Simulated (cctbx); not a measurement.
## What is wrong with this refinement?

Cell a = 11.3880 Å, b = 11.3880 Å, c = 13.1980 Å, α = 90.00°, β = 90.00°, γ = 120.00°; space group R-3c (no. 167). The compound is Sr3NiRuS6.

The data are simulated with cctbx, not measured: Cu Kα, λ = 1.54184 Å, to d = 0.83 Å, 95 % of the full sphere, strongest reflection 40000 counts, noise from counting, a 4 % proportional error and a noise floor of 8 counts (s.d.); no absorption.

An anisotropic refinement with weights 1/σ² prints:

```text
Rint 0.033, 307 unique reflections to 0.83 A
cycle     R1     wR2    GooF  max shift (A)
   1  0.0191  0.0585   3.433   0.00090
   2  0.0107  0.0310   1.821   0.00000
final R1 0.0107 wR2 0.0310 GooF 1.821  parameters 18  data/parameter 17.1
atom        x        y        z      Ueq    occ   su(xyz)  su(Uiso or U11)
Ru1    0.00000  0.00000  0.00000   0.0074  1.000  0.00000  0.0002
Sr1    0.96715  0.30048  0.41667   0.0066  1.000  0.00002  0.0002
Ni1    0.00000  0.00000  0.25000   0.0080  1.000  0.00000  0.0003
Cl1    0.97278  0.15212  0.61001   0.0106  1.000  0.00005  0.0003
difference map: max 0.28 min -0.54 rms 0.10
Q1    0.0448  0.5146  0.4676   36    0.28  1.71 A from Cl1
Q2    0.0094  0.2681  0.8602   36    0.27  1.19 A from Cl1
Q3    0.0650  0.1573  0.1306   36    0.25  1.36 A from Cl1
Q4    0.0096  0.2894  0.0629   36    0.24  0.51 A from Sr1
Q5    0.0197  0.4055  0.7684   36    0.23  0.46 A from Sr1
Q6    0.0559  0.2595  0.7912   36    0.22  1.53 A from Cl1
```

**Question.** Can this result stand? If not, what is the likely fault?

Mend it. The fault: wrong element: Cl1 is S. Against the right model at the same level, R1 goes from 0.0066 to 0.0107 and GooF from 0.91 to 1.82 and a hole of -0.5 e/Å³ opens. Cl1 has 1 electron too many and its U swells to shed them, as expected (near an absorption edge f′ can widen the mismatch well beyond the difference in Z).

The compound is Sr3NiRuS6. The right model at the same level gives:

```text
Rint 0.033, 307 unique reflections to 0.83 A
cycle     R1     wR2    GooF  max shift (A)
   1  0.0068  0.0160   0.938   0.00007
   2  0.0066  0.0155   0.909   0.00000
final R1 0.0066 wR2 0.0155 GooF 0.909  parameters 18  data/parameter 17.1
atom        x        y        z      Ueq    occ   su(xyz)  su(Uiso or U11)
Ru1    0.00000  0.00000  0.00000   0.0078  1.000  0.00000  0.0001
Sr1    0.96714  0.30047  0.41667   0.0071  1.000  0.00001  0.0001
Ni1    0.00000  0.00000  0.25000   0.0086  1.000  0.00000  0.0002
S1     0.97270  0.15208  0.61002   0.0085  1.000  0.00003  0.0001
difference map: max 0.23 min -0.21 rms 0.06
Q1    0.0451  0.5137  0.4645   36    0.24  1.73 A from S1
Q2    0.0069  0.2561  0.8689   36    0.20  1.05 A from S1
Q3    0.0612  0.1618  0.1312   36    0.19  1.43 A from S1
Q4    0.0345  0.1524  0.9665   36    0.18  1.07 A from S1
Q5    0.0181  0.3189  0.1943   36    0.16  1.47 A from Sr1
Q6    0.0567  0.2579  0.7872   36    0.16  1.57 A from S1
```

The model is made up (kin elements in a known structure type, no relaxation), so it says nothing on whether the phase exists.

[Middle refinement cycles are left out of these outputs.]

[Logs are printed without paths, hosts, clocks, repeated set-up lines and the standing remarks that a program may print on its own settings, such as how far it seeks lower states.]
